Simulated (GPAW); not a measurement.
## Magnetic state of MnO2 (Pyrolusite) from several starts

Wanted: the moments of MnO2 (Pyrolusite) and the energy of each order that was tried.

Method: PBE with U = 4 eV on Mn d; plane waves with GPAW's PAW setups, scalar-relativistic, in GPAW 26.7.0.

**Measured values to reproduce.**

For MnO2, rutile (bulk crystal), “Local electronic structure of dilute hydrogen in beta-MnO2” (2024, arxiv:2401.02109) quotes earlier work: moment (ordered Mn moment in helical phase) 2.34 μB [Earlier experimental value quoted in discussion; measurement temperature and sample not …].

Most raw output is cut from this account.

### 1. The starting structure

Symmetry: P4_2/mnm, No. 136, tetragonal system. Conventional cell: a = 4.398 Å, b = 4.398 Å, c = 2.873 Å, α = 90.00°, β = 90.00°, γ = 90.00°. Nearest to Mn lie 6 O at 1.88 to 1.90 Å. Nearest to O lie 3 Mn at 1.88 to 1.90 Å. Farther neighbours and most contacts between anions are not listed.

### 2. Start 1: ferro ++

Parallel moments need no larger cell; this start tests for a ferromagnetic state only. A Hubbard term is added for the open shell, at a value in common use.

order1.py reads:

```python
import json
import numpy as np
from ase import Atoms
from ase.parallel import paropen, parprint
from gpaw import GPAW

atoms = Atoms(['Mn', 'Mn', 'O', 'O', 'O', 'O'],
    cell=[[4.3983, 0.0, 0.0],
         [0.0, 4.3983, 0.0],
         [0.0, 0.0, 2.873]],
    scaled_positions=[[0.0, 0.0, 0.0],
         [0.5, 0.5, 0.5],
         [0.30515, 0.30515, 0.0],
         [0.19485, 0.80515, 0.5],
         [0.69485, 0.69485, 0.0],
         [0.80515, 0.19485, 0.5]],
    pbc=True,
    magmoms=[4.5, 4.5, 0.0, 0.0, 0.0, 0.0])
atoms.calc = GPAW(mode={'name': 'pw', 'ecut': 700},
    xc='PBE',
    kpts={'size': (8, 8, 8), 'gamma': True},
    occupations={'name': 'fermi-dirac', 'width': 0.05},
    convergence={'density': 1e-05, 'energy': 1e-05},
    maxiter=200,
    setups={'Mn': ':d,4.0'},
    symmetry={'tolerance': 1e-4},
    txt='order1.txt')
e = atoms.get_potential_energy(force_consistent=True)
res = {'free_energy': e, 'energy_sigma0': atoms.get_potential_energy(), 'fermi_energy': atoms.calc.get_fermi_level()}
res['moments'] = atoms.get_magnetic_moments().tolist()
res['total'] = atoms.get_magnetic_moment()
parprint('site moments (muB):', np.round(res['moments'], 3))
parprint(f"total moment: {res['total']:.3f} muB")
parprint(f'free energy: {e:.6f} eV')
atoms.calc.write('order1.gpw')
with paropen('results.json', 'w') as f:
    json.dump(res, f)
```

Launch:

```sh
$ OMP_NUM_THREADS=1 mpirun -n 4 gpaw python order1.py > order1.log
```

Wall time 2.1 min (4 MPI ranks of Arm Neoverse V2, shared host); peak memory 1.1 GiB.

Spin moment in the augmentation sphere by atom:

| atom | spin moment in the augmentation sphere (μB) |
| --- | --- |
| Mn1 | 3.03 |
| Mn2 | 3.03 |
| O3 | -0.03 |
| O4 | -0.03 |
| O5 | -0.03 |
| O6 | -0.03 |

Numbers from this step:

- magnetization: 6.009 μB
- final state: ferromagnetic

After 16 cycles the largest moment stands at 3.03 μB.

### 3. Run 2 (antiferro +-)

Reversing part of the moments tests the sign of the couplings between them.

order2.py is the script of step 2 with these lines changed:

```diff
@@ -17,3 +17,3 @@
     pbc=True,
-    magmoms=[4.5, 4.5, 0.0, 0.0, 0.0, 0.0])
+    magmoms=[4.5, -4.5, 0.0, 0.0, 0.0, 0.0])
 atoms.calc = GPAW(mode={'name': 'pw', 'ecut': 700},
@@ -26,3 +26,3 @@
     symmetry={'tolerance': 1e-4},
-    txt='order1.txt')
+    txt='order2.txt')
 e = atoms.get_potential_energy(force_consistent=True)
@@ -34,3 +34,3 @@
 parprint(f'free energy: {e:.6f} eV')
-atoms.calc.write('order1.gpw')
+atoms.calc.write('order2.gpw')
 with paropen('results.json', 'w') as f:
```

Launch:

```sh
$ OMP_NUM_THREADS=1 mpirun -n 4 gpaw python order2.py > order2.log
```

Run time: 1.8 min. Hardware: 4 MPI ranks; peak memory 1.1 GiB; 7 min of CPU time.

Spin moment in the augmentation sphere by atom:

| atom | spin moment in the augmentation sphere (μB) |
| --- | --- |
| Mn1 | 2.95 |
| Mn2 | -2.95 |
| O3 | -0.01 |
| O4 | 0.01 |
| O5 | -0.01 |
| O6 | 0.01 |

This step gave:

```yaml
magnetization: 0 μB
final_state: antiferromagnetic
```

It lies 23.2 meV a seeded atom under the first start, and its largest moment is 2.95 μB against 3.03 μB.

### 4. Start 3: antiferro q=(0,1/2,0) +-+-

Another pattern of signs weighs the neighbour shells otherwise.

The cell is doubled to 12 atoms to hold this order. Its mesh is chosen so that both cells sample the same points.

order3.py reads:

```python
import json
import numpy as np
from ase import Atoms
from ase.parallel import paropen, parprint
from gpaw import GPAW

atoms = Atoms(['Mn', 'Mn', 'Mn', 'Mn', 'O', 'O', 'O', 'O', 'O', 'O', 'O', 'O'],
    cell=[[4.3983, 0.0, 0.0],
         [0.0, 8.7966, 0.0],
         [0.0, 0.0, 2.873]],
    scaled_positions=[[0.0, 0.0, 0.0],
         [0.0, 0.5, 0.0],
         [0.5, 0.25, 0.5],
         [0.5, 0.75, 0.5],
         [0.30515, 0.152575, 0.0],
         [0.30515, 0.652575, 0.0],
         [0.19485, 0.402575, 0.5],
         [0.19485, 0.902575, 0.5],
         [0.69485, 0.347425, 0.0],
         [0.69485, 0.847425, 0.0],
         [0.80515, 0.097425, 0.5],
         [0.80515, 0.597425, 0.5]],
    pbc=True,
    magmoms=[4.5, -4.5, 4.5, -4.5, 0.0, 0.0, 0.0, 0.0, 0.0, 0.0, 0.0, 0.0])
atoms.calc = GPAW(mode={'name': 'pw', 'ecut': 700},
    xc='PBE',
    kpts={'size': (8, 4, 8), 'gamma': True},
    occupations={'name': 'fermi-dirac', 'width': 0.05},
    convergence={'density': 1e-05, 'energy': 1e-05},
    maxiter=200,
    setups={'Mn': ':d,4.0'},
    symmetry={'tolerance': 1e-4},
    txt='order3.txt')
e = atoms.get_potential_energy(force_consistent=True)
res = {'free_energy': e, 'energy_sigma0': atoms.get_potential_energy(), 'fermi_energy': atoms.calc.get_fermi_level()}
res['moments'] = atoms.get_magnetic_moments().tolist()
res['total'] = atoms.get_magnetic_moment()
parprint('site moments (muB):', np.round(res['moments'], 3))
parprint(f"total moment: {res['total']:.3f} muB")
parprint(f'free energy: {e:.6f} eV')
atoms.calc.write('order3.gpw')
with paropen('results.json', 'w') as f:
    json.dump(res, f)
```

Launch:

```sh
$ OMP_NUM_THREADS=1 mpirun -n 4 gpaw python order3.py > order3.log
```

Elapsed: 6.8 min, on 4 MPI ranks; peak memory 2 GiB; 27 min of CPU time.

Spin moment in the augmentation sphere by atom:

| atom | spin moment in the augmentation sphere (μB) |
| --- | --- |
| Mn1 | 2.99 |
| Mn2 | -2.99 |
| Mn3 | 2.99 |
| Mn4 | -2.99 |
| O5 | -0.02 |
| O6 | 0.02 |
| O7 | 0.00 |
| O8 | 0.00 |
| O9 | 0.00 |
| O10 | 0.00 |
| O11 | -0.02 |
| O12 | 0.02 |

Numbers from this step:

```
magnetization : 0 μB
final state   : antiferromagnetic
```

It lies 16.7 meV a seeded atom under the first start, and its largest moment is 2.99 μB against 3.03 μB.

### 5. Run 4 (antiferro q=(0,0,1/2) +-+-)

This order needs a doubled cell of 12 atoms. Its mesh is chosen so that both cells sample the same points.

order4.py reads:

```python
import json
import numpy as np
from ase import Atoms
from ase.parallel import paropen, parprint
from gpaw import GPAW

atoms = Atoms(['Mn', 'Mn', 'Mn', 'Mn', 'O', 'O', 'O', 'O', 'O', 'O', 'O', 'O'],
    cell=[[4.3983, 0.0, 0.0],
         [0.0, 4.3983, 0.0],
         [0.0, 0.0, 5.746]],
    scaled_positions=[[0.0, 0.0, 0.0],
         [0.0, 0.0, 0.5],
         [0.5, 0.5, 0.25],
         [0.5, 0.5, 0.75],
         [0.30515, 0.30515, 0.0],
         [0.30515, 0.30515, 0.5],
         [0.19485, 0.80515, 0.25],
         [0.19485, 0.80515, 0.75],
         [0.69485, 0.69485, 0.0],
         [0.69485, 0.69485, 0.5],
         [0.80515, 0.19485, 0.25],
         [0.80515, 0.19485, 0.75]],
    pbc=True,
    magmoms=[4.5, -4.5, 4.5, -4.5, 0.0, 0.0, 0.0, 0.0, 0.0, 0.0, 0.0, 0.0])
atoms.calc = GPAW(mode={'name': 'pw', 'ecut': 700},
    xc='PBE',
    kpts={'size': (8, 8, 4), 'gamma': True},
    occupations={'name': 'fermi-dirac', 'width': 0.05},
    convergence={'density': 1e-05, 'energy': 1e-05},
    maxiter=200,
    setups={'Mn': ':d,4.0'},
    symmetry={'tolerance': 1e-4},
    txt='order4.txt')
e = atoms.get_potential_energy(force_consistent=True)
res = {'free_energy': e, 'energy_sigma0': atoms.get_potential_energy(), 'fermi_energy': atoms.calc.get_fermi_level()}
res['moments'] = atoms.get_magnetic_moments().tolist()
res['total'] = atoms.get_magnetic_moment()
parprint('site moments (muB):', np.round(res['moments'], 3))
parprint(f"total moment: {res['total']:.3f} muB")
parprint(f'free energy: {e:.6f} eV')
atoms.calc.write('order4.gpw')
with paropen('results.json', 'w') as f:
    json.dump(res, f)
```

Launch:

```sh
$ OMP_NUM_THREADS=1 mpirun -n 4 gpaw python order4.py > order4.log
```

Run time: 4.4 min. Hardware: 4 MPI ranks; peak memory 1.7 GiB; 18 min of CPU time.

Numbers from this step:

* magnetization: 0 μB
* final state: antiferromagnetic
* largest moment: 2.940 μB

It lies 13.9 meV a seeded atom under the first start, and its largest moment is 2.94 μB against 3.03 μB.

### 6. Run 5 (no spin polarisation)

This run holds no moments, which gives a state to set the others against.

nospin.py reads:

```python
import json
import numpy as np
from ase import Atoms
from ase.parallel import paropen, parprint
from gpaw import GPAW

atoms = Atoms(['Mn', 'Mn', 'O', 'O', 'O', 'O'],
    cell=[[4.3983, 0.0, 0.0],
         [0.0, 4.3983, 0.0],
         [0.0, 0.0, 2.873]],
    scaled_positions=[[0.0, 0.0, 0.0],
         [0.5, 0.5, 0.5],
         [0.30515, 0.30515, 0.0],
         [0.19485, 0.80515, 0.5],
         [0.69485, 0.69485, 0.0],
         [0.80515, 0.19485, 0.5]],
    pbc=True)
atoms.calc = GPAW(mode={'name': 'pw', 'ecut': 700},
    xc='PBE',
    kpts={'size': (8, 8, 8), 'gamma': True},
    occupations={'name': 'fermi-dirac', 'width': 0.05},
    convergence={'density': 1e-05, 'energy': 1e-05},
    maxiter=200,
    setups={'Mn': ':d,4.0'},
    symmetry={'tolerance': 1e-4},
    txt='nospin.txt')
e = atoms.get_potential_energy(force_consistent=True)
res = {'free_energy': e, 'energy_sigma0': atoms.get_potential_energy(), 'fermi_energy': atoms.calc.get_fermi_level()}
parprint(f'free energy: {e:.6f} eV')
atoms.calc.write('nospin.gpw')
with paropen('results.json', 'w') as f:
    json.dump(res, f)
```

Launch:

```sh
$ OMP_NUM_THREADS=1 mpirun -n 4 gpaw python nospin.py > nospin.log
```

Run time: 11 min. Hardware: 4 MPI ranks; peak memory 0.91 GiB; 43 min of CPU time.

Numbers from this step:

| Quantity | Value |
| --- | --- |
| final state | non-magnetic (no spin polarisation) |

It lies 2577 meV a seeded atom over the first start.

### 7. The states side by side

These are free energies at a smearing of 0.05 eV, so its entropy term is in the differences. They are divided by the number of seeded atoms, so that cells of unlike size compare. Wavevectors q in the names are fractions of the reciprocal vectors of the first run's cell.

Orders:

| start | final state | typed order kept | energy over the lowest (meV a seeded atom) | largest site moment (μB) | net moment (μB a primitive cell) | mesh matched | CPU time (s) |
| --- | --- | --- | --- | --- | --- | --- | --- |
| ferro ++ | ferromagnetic | yes | 23.16 | 3.031 | 6.009 | yes | 508.5 |
| antiferro +- | antiferromagnetic | yes | 0 | 2.949 | 0 | yes | 420.1 |
| antiferro q=(0,1/2,0) +-+- | antiferromagnetic | yes | 6.484 | 2.985 | 0 | yes | 1633 |
| antiferro q=(0,0,1/2) +-+- | antiferromagnetic | yes | 9.249 | 2.94 | 0 | yes | 1058 |
| no spin polarisation | non-magnetic | - | 2601 | 0 | 0 | yes | 2576 |

### 8. What came out

| Item | Value |
| --- | --- |
| lowest state found | antiferromagnetic (typed antiferro +-) |
| largest site moment | 2.95 μB |
| next state | antiferromagnetic, 6.48 meV a seeded atom higher |
| run without spin seeds, over the lowest | 2601 meV a seeded atom |

What this shows: The lowest state found is antiferromagnetic, reached from the start antiferro +-, with moments up to 2.95 μB. The next state costs 6.5 meV a seeded atom. Under a U a spinless open shell is left with part-filled orbitals, which the U penalises, so its energy is no clean measure of what the moments gain. This is the lowest of 5 finished starts, no proof of the ground state. Computed site moments are spin alone, inside the augmentation sphere; measured ones also hold the orbital part and what lies outside the sphere, and fluctuations can lower them.

Calculation against experiment:

| quantity | measured | PBE with U = 4 eV on Mn d |
| --- | --- | --- |
| moment (Mn) (μB) | 2.34 | 2.95 (+26.0 %) |

Measured values from arxiv:2401.02109 (2024).

Verdict: The moment is off by +26.0 %. No cell relaxation is part of this session.

[Logs and program files are shortened in this print: banners, set-up blocks, solver, clock and traceback lines can be left out without a mark of their own.]

[Logs are printed without paths, hosts, clocks, repeated set-up lines and the standing remarks that a program may print on its own settings, such as how far it seeks lower states.]

[Hosts, paths, dates, database ids (printed as entryN), source tags and the programs' standing remarks are cut or masked in the printed files.]

[Where a cell is said to come from a database of computed structures, the database is the Materials Project.]
